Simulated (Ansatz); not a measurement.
# LiRe2 in the C11b ordering: coupling and resistivity against added charge, part 5 of 5

How do λ and ρ of LiRe2 in the C11b ordering move with the band filling? The first relaxation steps of the session are not shown, so no cell shown is the starting entry, unless a step says so.

Ansatz 0.2.0; DFT PBE, scalar-relativistic, plane waves, PAW; PAW set soft_1.

So far, coupling constant λ: step 3 (electron–phonon run: q 2×2×2, k 8×8×8, scattering 12×12×12) 0.770; step 4 (added electrons per cell -0.3) 1.19; step 5 (added electrons per cell 0.3) 0.674; step 7 (added electrons per cell 0.6) 0.396; step 8 (added electrons per cell -0.15) 0.917. Also resistivity at 300 K (μΩ cm): step 3 27.1; step 4 37.5; step 5 23.7; step 7 14.0; step 8 30.7. The relaxed cell has a = 3.123, c = 8.528 Å (conventional setting).

The structure was built from a prototype and need not be the compound's stable phase.

### Step 9. Resistivity: 0.15 electrons added a cell on a uniform background

Added charge moves the Fermi level through the bands.

Contents of input.yaml:

```yaml
crystal:
  lattice:
    - [3.1232212887, 0.0, -1.6104e-06]
    - [0.0, 3.1232212887, -1.6104e-06]
    - [1.5616128428, 1.5616128428, 4.2638304262]
  atoms:
    - { symbol: Li, position: [0.0, 0.0, 0.0] }
    - { symbol: Re, position: [0.6729854055, 0.6729854055, 0.6540291891] }
    - { symbol: Re, position: [0.3270145946, 0.3270145946, 0.3459708109] }
total_charge: -0.15
kpoints:
  mp_grid: { grid: [8, 8, 8] }
hamiltonian:
  xc: pbe
  pseudopotentials: { kind: paw, azcp: { folder: soft_1 } }
scf:
  occupations: { method: methfessel_paxton, width: 0.2 }
output:
  eigenvalues: true
phonons:
  method: dfpt
  qmesh: [2, 2, 2]
  temperatures: { t_max: 1000, t_step: 50 }
  qpath:
    path:
      - [[0.0, 0.0, 0.0], [0.5, 0.5, 0.5], [0.5, 0.5, 0.75], [0.5, 0.0, 0.5], [0.0, 0.0, 0.0], [0.0, 0.0, 0.5], [0.432932, 0.0, 0.716466]]
      - [[0.567068, 0.0, 0.283534], [0.0, 0.0, 0.0]]
      - [[0.5, 0.5, 0.5], [0.567068, 0.432932, 0.5]]
      - [[0.432932, 0.432932, 0.932932], [0.0, 0.0, 0.5]]
    npoints: 10
  electrical_resistivity:
    mesh: [12, 12, 12]
    temperatures: [20.0, 50.0, 77.0, 100.0, 150.0, 200.0, 300.0, 400.0, 600.0, 800.0]
```

The run is started by

```console
ansatz run input.yaml --threads 4 --pin off --max-ram 12288MiB --backend cpu --events-out ev --progress --plain --runs-dir out
```

Numbers of over 12 decimals in the logs are rounded to 6 here.

Output:

```text
[...]
Crystal: 3 atoms, lattice volume = 41.592 Å³
Basis set: ecut = 420 eV, 795 PW (Γ), exchange–correlation on 72×72×72 points (8 copies of the dense FFT grid, shifted against one another)
Bands: 21, of which v1, the nominal top of the filled ones, is band 17 counted from 1 (16 counted from 0)
Symmetry: 16 space group operations
k-points: 59 of 512
[...]
SCF iter   1: F=—  HF=-21940.849722 eV  |F-HF|=—  |Δ(HF+E_count)|=         —  Δρ=7.59e-2  dr2=2.92e0  ethr=3.10e-3  ⟨swp⟩=4.1  Hψ=4668  notcnv=0
[...]
SCF iter  10: F=-21939.840659 eV  HF=-21939.840659 eV  |F-HF|=0.00e0  |Δ(HF+E_count)|=  7.28e-12  S|Δr|=    0.00e0  Δρ=1.23e-7  dr2=5.45e-12  ethr=1.00e-12  ⟨swp⟩=5.5  Hψ=5005  notcnv=0
SCF 1 converged in 10 iterations: F = -21939.840659 eV  dr2 = 5.45e-12
[...]
SCF iter   1: F=—  HF=-21940.849722 eV  |F-HF|=—  |Δ(HF+E_count)|=         —  Δρ=7.59e-2  dr2=2.92e0  ethr=3.10e-3  ⟨swp⟩=4.1  Hψ=4668  notcnv=0
[...]
SCF iter  10: F=-21939.840659 eV  HF=-21939.840659 eV  |F-HF|=7.28e-12  |Δ(HF+E_count)|=  7.28e-12  S|Δr|=    0.00e0  Δρ=1.23e-7  dr2=5.45e-12  ethr=1.00e-12  ⟨swp⟩=3.0  Hψ=2799  notcnv=0
SCF 2 converged in 10 iterations: F = -21939.840659 eV  dr2 = 5.45e-12
[...]
SCF converged after 10 iterations
[...]
Free energy (F): -21939.840659 eV
[...]
Internal energy: -21939.840616 eV  (E = F + TS)
E sigma→0 (E₀):  -21939.840648 eV
Entropy (-TS):   -0.000043 eV (-0.014 meV/atom)
Fermi energy:    17.563641 eV
[...]
--- Band table (eV; the first three rows and the last of 59) ---
  k-point 0: bands = [... 13 lower, 16.1208, 16.9048, 16.9048, 17.1255, 17.7059, 17.7059, 21.0690, 23.4446]
  k-point 1: bands = [... 13 lower, 16.1334, 16.6869, 16.6869, 17.2208, 18.0227, 18.0227, 21.0386, 22.1908]
  k-point 2: bands = [... 13 lower, 16.1642, 16.3833, 16.3833, 17.4526, 18.5960, 18.5960, 20.9651, 21.2776]
  k-point 58: bands = [... 13 lower, 16.1118, 16.1118, 17.2954, 19.7456, 19.8793, 19.9611, 20.4393, 20.4393]
[...]
ASR residual: 4.669e-5 → 0.000e0 eV/Å²; symmetrization residual: 1.745e-7 eV/Å²
  ASR residual per site (eV/Å²): 4.67e-5 3.45e-5 3.45e-5
  Γ frequencies (cm⁻¹): 0.00 0.00 0.00 171.21 171.21 173.83 467.63 467.63 534.85
--- Phonons (arbitrary-q DFPT): 4 irreducible q on the 2×2×2 mesh ---
[...]
interpolated dispersion: 94 rows × 9 modes
[...]
--- Electrical resistivity: potentials and phonons of a 2×2×2 supercell ---
[...]
at the Fermi level of each mesh (of a tensor a third of its trace):
[...]
12×12×12                     1.0258              5.2844    0.6924    0.6260          14.938
          6×6×6                     1.1981              5.8727    0.8085    0.7675          14.842
          3×3×3                     2.8439              7.4543    1.8752    1.8063          16.543
  resistivity on the deck's mesh, µΩ·cm:
[...]
20.00     6.0687e-2              no     5.0622e-2     5.0622e-2     8.0817e-2       1.0651e-1         6.7965e-2
     50.00      1.4735e0              no      1.3028e0      1.3028e0      1.8150e0        1.8349e0          1.5227e0
     77.00      3.9070e0              no      3.5382e0      3.5382e0      4.6446e0        4.4032e0          4.0430e0
    100.00      6.2000e0              no      5.6670e0      5.6670e0      7.2660e0        6.7379e0          6.4285e0
    150.00      1.1155e1              no      1.0279e1      1.0279e1      1.2908e1        1.1790e1          1.1580e1
    200.00      1.5985e1              no      1.4771e1      1.4771e1      1.8415e1        1.6753e1          1.6591e1
    300.00      2.5376e1              no      2.3475e1      2.3475e1      2.9178e1        2.6462e1          2.6319e1
    400.00      3.4430e1              no      3.1808e1      3.1808e1      3.9675e1        3.5939e1          3.5694e1
    600.00      5.1538e1              no      4.7289e1      4.7289e1      6.0036e1        5.4444e1          5.3417e1
    800.00      6.7454e1              no      6.1265e1      6.1265e1      7.9832e1        7.2653e1          6.9929e1
[...]
vibrations of 8 cells: unjudged by the run; compare a larger repeat
[...]
```

Run time: 1.9 min. Hardware: 4 threads of AMD EPYC 7R43, shared host; peak memory 0.98 GiB.

This step gave:

| Quantity | Value |
| --- | --- |
| zero point energy | 0.1405 eV/cell |
| highest frequency, solved or plainly interpolated | 534.9 cm⁻¹ |
| Debye temperature (second moment) | 567 K |
| resistivity at 300 K | 25.38 μΩ cm, mean of the axes |
| coupling constant λ | 0.6924 |
| density of states at the Fermi level | 1.026 states/eV a spin and cell |
| log mean phonon energy ħω_log | 14.94 meV |
| transport coupling constant λ_tr | 0.6163, 0.6163, 0.6453 (xx, yy, zz) |
| Drude plasma energy | 5.406, 5.406, 5.032 eV (xx, yy, zz) |
| resistivity times mean free path | 8.554, 8.554, 9.709 × 10⁻¹⁶ Ω m² (xx, yy, zz) |
| second-moment phonon energy ħω₂ | 18.86 meV, from the broadened α²F curve |

Phonon-limited, linearised Boltzmann equation on a 12x12x12 mesh. The resistivity by temperature; values in μΩ cm:

| temperature (K) | along x | along z |
| --- | --- | --- |
| 20 | 0.0506 | 0.0808 |
| 50 | 1.30 | 1.81 |
| 77 | 3.54 | 4.64 |
| 100 | 5.67 | 7.27 |
| 150 | 10.3 | 12.9 |
| 200 | 14.8 | 18.4 |
| 300 | 23.5 | 29.2 |
| 400 | 31.8 | 39.7 |
| 600 | 47.3 | 60.0 |
| 800 | 61.3 | 79.8 |

By its own test the run is not converged in the mesh. λ = 0.692 and 25.4 μΩ cm at 300 K, against 0.770 and 27.1 in the neutral cell (-10.1 % and -6.4 %). The run's own test puts 9 % between its two finest meshes on the component of the resistivity at 300 K that moves most, more than that change; on the next coarser mesh the mean ρ changes by -9.9 % between the two runs, against -6.4 % on the finest. By the run's own test λ moves by 17 % between its two finest scattering meshes.

### Step 10. All runs side by side

Series, by row:

| run | change | level of theory | method | q mesh or supercell | k mesh | scattering mesh | smearing | volume (Å³/atom) | N(E_F) (states/eV/spin) | lambda | omega_log (meV) | rho 300 K (μΩ cm) | core-minutes | wall (s) |
| --- | --- | --- | --- | --- | --- | --- | --- | --- | --- | --- | --- | --- | --- | --- |
| b | - | PBE, scalar-relativistic, PAW; PAW set soft_1 | dfpt | 2x2x2 | 8x8x8 | 12x12x12 | methfessel_paxton 0.2 | 13.86 | 1.102 | 0.7701 | 14.52 | 27.12 | 8.5 | 140 |
| q+0.10 | 0.3 holes added a cell on a uniform background | PBE, scalar-relativistic, PAW; PAW set soft_1 | dfpt | 2x2x2 | 8x8x8 | 12x12x12 | methfessel_paxton 0.2 | 13.86 | 1.274 | 1.186 | 12.32 | 37.45 | 7 | 110 |
| q-0.10 | 0.3 electrons added a cell on a uniform background | PBE, scalar-relativistic, PAW; PAW set soft_1 | dfpt | 2x2x2 | 8x8x8 | 12x12x12 | methfessel_paxton 0.2 | 13.86 | 1.017 | 0.6745 | 15.27 | 23.69 | 6.9 | 110 |
| q-0.20 | 0.6 electrons added a cell on a uniform background | PBE, scalar-relativistic, PAW; PAW set soft_1 | dfpt | 2x2x2 | 8x8x8 | 12x12x12 | methfessel_paxton 0.2 | 13.86 | 0.6881 | 0.396 | 17.53 | 14.03 | 6.5 | 100 |
| q+0.05 | 0.15 holes added a cell on a uniform background | PBE, scalar-relativistic, PAW; PAW set soft_1 | dfpt | 2x2x2 | 8x8x8 | 12x12x12 | methfessel_paxton 0.2 | 13.86 | 1.196 | 0.9175 | 13.69 | 30.71 | 6.8 | 110 |
| q-0.05 | 0.15 electrons added a cell on a uniform background | PBE, scalar-relativistic, PAW; PAW set soft_1 | dfpt | 2x2x2 | 8x8x8 | 12x12x12 | methfessel_paxton 0.2 | 13.86 | 1.026 | 0.6924 | 14.94 | 25.38 | 6.9 | 110 |

### Step 11. Summary of results

| Property | Result |
| --- | --- |
| run | PBE, q 2×2×2, k 8×8×8, scattering 12×12×12 |
| coupling constant λ | 0.770 |
| log mean phonon energy ħω_log | 14.5 meV |
| states at the Fermi level | 1.10 states/eV/spin/cell |
| resistivity at 300 K | 24.9, 24.9, 31.5 μΩ cm (xx, yy, zz) |
| Drude plasma energy | 5.51, 5.51, 5.06 eV (xx, yy, zz) |
| resistivity times mean free path | 7.85, 7.85, 9.57 × 10⁻¹⁶ Ω m² (xx, yy, zz) |
| change between its two finest scattering meshes | λ 13 %, resistivity at 300 K 21 % |
| time of that run | 2.3 min |
| -0.3 electrons a cell: N(E_F), λ, ρ(300 K) | 1.27 states/eV a spin, 1.19, 37.5 μΩ cm |
| -0.15 electrons a cell: N(E_F), λ, ρ(300 K) | 1.20 states/eV a spin, 0.917, 30.7 μΩ cm |
| +0 electrons a cell: N(E_F), λ, ρ(300 K) | 1.10 states/eV a spin, 0.770, 27.1 μΩ cm |
| +0.15 electrons a cell: N(E_F), λ, ρ(300 K) | 1.03 states/eV a spin, 0.692, 25.4 μΩ cm |
| +0.3 electrons a cell: N(E_F), λ, ρ(300 K) | 1.02 states/eV a spin, 0.674, 23.7 μΩ cm |
| +0.6 electrons a cell: N(E_F), λ, ρ(300 K) | 0.688 states/eV a spin, 0.396, 14.0 μΩ cm |

Over the 6 runs that ended, ρ(300 K) of LiRe2 in the C11b ordering spans 14.0 to 37.5 μΩ cm and λ 0.396 to 1.19; the run with 0.6 electrons added a cell on a uniform background lies farthest from the median resistivity of 26.2 (-47 %). λ rises and falls with the density of states across the fillings, though the phonons change too. The cell is held at the neutral lattice, and the background stands in for dopants, which would also scatter. With -0.6 electrons a cell a mode turns imaginary on these meshes. The coupling is strong (λ = 0.77), so phonons raise the electrons' mass at the Fermi surface by about 77 %, if this value holds on finer meshes. By the run's own test λ moves by 13 % between the two scattering meshes. Values of ρ(T) under 50 K rest on the softest modes, mostly interpolated ones, and are the least sure of the table. The high-temperature form ρ = 2π k_B T λ_tr/(ħ ε₀ ω_p²) gives 27.4 μΩ cm along x at 300 K, against 24.9 from the Boltzmann equation. Conduction is anisotropic: the resistivity differs by a factor of 1.3 between the axes. The three lowest branches give 58 % of λ. By the run's own test, which takes the component that moves most, the resistivity at 300 K moves by 21 % between its two finest scattering meshes, so it is not converged. In the run quoted no mode is imaginary at the wavevectors of the 2×2×2 mesh; another run of the session found or stopped at an imaginary mode. Only scattering by harmonic phonons counts; impurities, grain boundaries and thermal expansion are left out. Spin–orbit coupling, left out here, matters for Re. The structure was built by hand as an ordered model, and its stability against other phases was not tested.

[Logs are printed without paths, hosts, clocks, repeated set-up lines and the standing remarks that a program may print on its own settings, such as how far it seeks lower states.]

[Hosts, paths, dates, database ids (printed as entryN), source tags and the programs' standing remarks are cut or masked in the printed files.]
